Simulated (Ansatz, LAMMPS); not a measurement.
# Elastic response of glassy 63ZnO-37GeO2 (mol %) (102 atoms): runs compared

Aim: relax glassy 63ZnO-37GeO2 (mol %) (102 atoms), then change its volume and shape to read moduli from the stress.

Computed with Ansatz 0.2.0: Kohn-Sham DFT, LDA, PAW (set soft_2), plane waves.

## 1. The cell as built

The cell holds 102 atoms: 27 Zn, 16 Ge and 59 O. Cell: a = 11.178 Å, b = 11.178 Å, c = 11.178 Å, α = 90.0°, β = 90.0°, γ = 90.0°. 102 atoms (27 Zn, 16 Ge, 59 O) placed at random at 4.43 g/cm³, melted at 4000 K for 10 ps at fixed volume with the Morse and Coulomb pair potential with partial charges (Pedone, Malavasi, Menziani, Cormack and Segre, J. Phys. Chem. B 110, 11780 (2006)). Quenched from 4000 K to 300 K at 50 K/ps and fixed volume, held 10 ps at zero pressure, then minimised at fixed cell.

What the set-up can't give: The quench rate of 50 K/ps is orders of magnitude faster than experiment, which tends to freeze in extra defects. The network of bonds at the start is that of the classical potential that made the cell, and needn't be the one that DFT or experiment would give. Only the Γ point is sampled.

## 2. The reference run

The reference is a single point at the end of the relaxation.

Every strained cell starts from the geometry of this run, and its atoms are relaxed with the cell held.

Its input, with most atom lines left out:

```yaml
crystal:
  lattice:
    - [10.42322, -0.17759, 0.08411]
    - [-0.17759, 10.90753, 0.11966]
    - [0.08411, 0.11966, 11.09972]
  atoms:
    - { symbol: Zn, position: [0.40783, 0.31697, 0.2609] }
    - { symbol: Zn, position: [0.53405, 0.78688, 0.32153] }
    - { symbol: Zn, position: [0.73255, 0.48987, 0.05597] }
    - { symbol: Zn, position: [0.82649, 0.08216, 0.46946] }
    - { symbol: Zn, position: [0.38706, 0.18061, 0.49799] }
    - { symbol: Zn, position: [0.48355, 0.31387, 0.99847] }
    - { symbol: Zn, position: [0.80594, 0.83823, 0.63666] }
    [... atom lines 8 to 102 left out ...]
kpoints:
  mp_grid: { grid: [1, 1, 1] }
hamiltonian:
  xc: lda
scf:
  occupations: { method: gaussian, width: 0.05 }
output:
  forces: true
  stress: true
  populations: intrinsic
  dos:
    method: { smearing: { sigma: 0.1 } }
    de: 0.1
    projected: { site_lists: { Ge: [Ge], O: [O], Zn: [Zn] } }
  eigenvalues: true
  write_density: true
  write_potential: true
  volumetric_format: npy
  elf: true
```

| Property | Result |
| --- | --- |
| free energy per atom | -1841.7612 eV/atom |
| r.m.s. force component | 0.00256 eV/Å |
| pressure | -0.000848 GPa |

Filled and empty levels are parted by 1.08 eV (at Γ alone); a local or semilocal functional tends to put such gaps too low. In a disordered cell it changes from sample to sample, and tail or defect levels can set it.

## 3. The runs

Each row is one run, on 4 threads of AMD EPYC 9R45, shared host. The free energy is the program's total, comparable only between runs with the same functional, potentials and atoms.

| run | atoms | outcome | ionic steps, all passes | free energy (eV) | time | host memory (GiB) |
| --- | --- | --- | --- | --- | --- | --- |
| Single point at the start | 102 | converged | - | -187851.454 | 7.6 s | 2.2 |
| Cell and atoms relaxed | 102 | converged | 22 | -187859.646 | 2.7 min | 2.4 |
| Single point at the relaxed geometry | 102 | converged | - | -187859.646 | 11 s | 2.2 |
| Volume -3 % | 102 | converged | 11 | -187859.354 | 75 s | 2.1 |
| Volume +3 % | 102 | converged | 7 | -187859.352 | 52 s | 2.2 |
| Volume -6 % | 102 | converged | 10 | -187858.423 | 66 s | 2.1 |
| Volume +6 % | 102 | converged | 8 | -187858.598 | 60 s | 2.3 |
| Volume -10 % | 102 | converged | 46 | -187858.157 | 5.3 min | 2.1 |
| Stretched by 1 % along x | 102 | converged | 3 | -187859.585 | 25 s | 2.2 |
| Compressed by 1 % along x | 102 | converged | 3 | -187859.591 | 25 s | 2.1 |
| Sheared by 2 % in xy | 102 | converged | 5 | -187859.604 | 43 s | 2.2 |

In some runs the program notes that the SCF threshold is loose for the stress.

## 4. Pressure against volume

Atoms are relaxed at each volume, in the scaled cell.

```csv
volume change (%),volume (Å³/atom),energy change (meV/atom),pressure (GPa),largest move on relaxing (Å),bonds,gap (eV)
-10,11.130,14.59,5.13,2.11,192,1.15
-6,11.624,11.98,5.32,0.56,188,1.15
-3,11.995,2.86,2.44,0.47,184,1.12
+0,12.366,0.00,0.00,-,182,1.08
+3,12.737,2.88,-2.33,0.17,182,1.04
+6,13.108,10.28,-3.89,0.44,178,1.07
```

## 5. Uniaxial strain and shear

Stress (GPa, compression positive) less that of the relaxed cell, atoms relaxed:

```
                   strain      xx      yy      zz      xy  energy change (meV/atom)
 stretched by 1 % along x  -1.445  -0.695  -0.727   0.052                      0.60
compressed by 1 % along x   1.481   0.727   0.762  -0.060                      0.54
     sheared by 2 % in xy   0.116  -0.020  -0.012  -0.458                      0.41
```

## 6. Findings

The pressure doesn't fall steadily with volume, which points to a change of structure or electronic state along the way, so no single bulk modulus describes it. The count of bonds runs from 178 to 192 over the series, so at some points contacts cross the cutoffs. At -10 % and -6 % some atom moved by over 0.5 Å on relaxing, so those points may sit in another local minimum. The gap goes from 1.15 eV at the smallest volume to 1.07 eV at the largest, -0.7 eV per unit of ln V by a straight line, not monotonically (lowest 1.04, highest 1.15 eV), on the run's k-points. In the Cartesian axes of the cell, finite differences give C11 = 146, C12 = 71.1, C13 = 74.5 and C66 = 22.9 GPa (the shear of 2 % is the engineering strain, εxy = 0.01).

Caveats: Strains are finite and relaxations stop at the force tolerance of the input, which can leave moduli too stiff; they are those of a static cell at zero temperature. Volumes are changed with the cell's shape held, so in an anisotropic solid the modulus lies over the one under free hydrostatic load. The program notes that the SCF threshold of the relaxations is loose for the stress.

The DFT runs together took 14 min of wall time.

[Logs are printed without paths, hosts, clocks, repeated set-up lines and the standing remarks that a program may print on its own settings, such as how far it seeks lower states.]

[Hosts, paths, dates, database ids (printed as entryN), source tags and the programs' standing remarks are cut or masked in the printed files.]
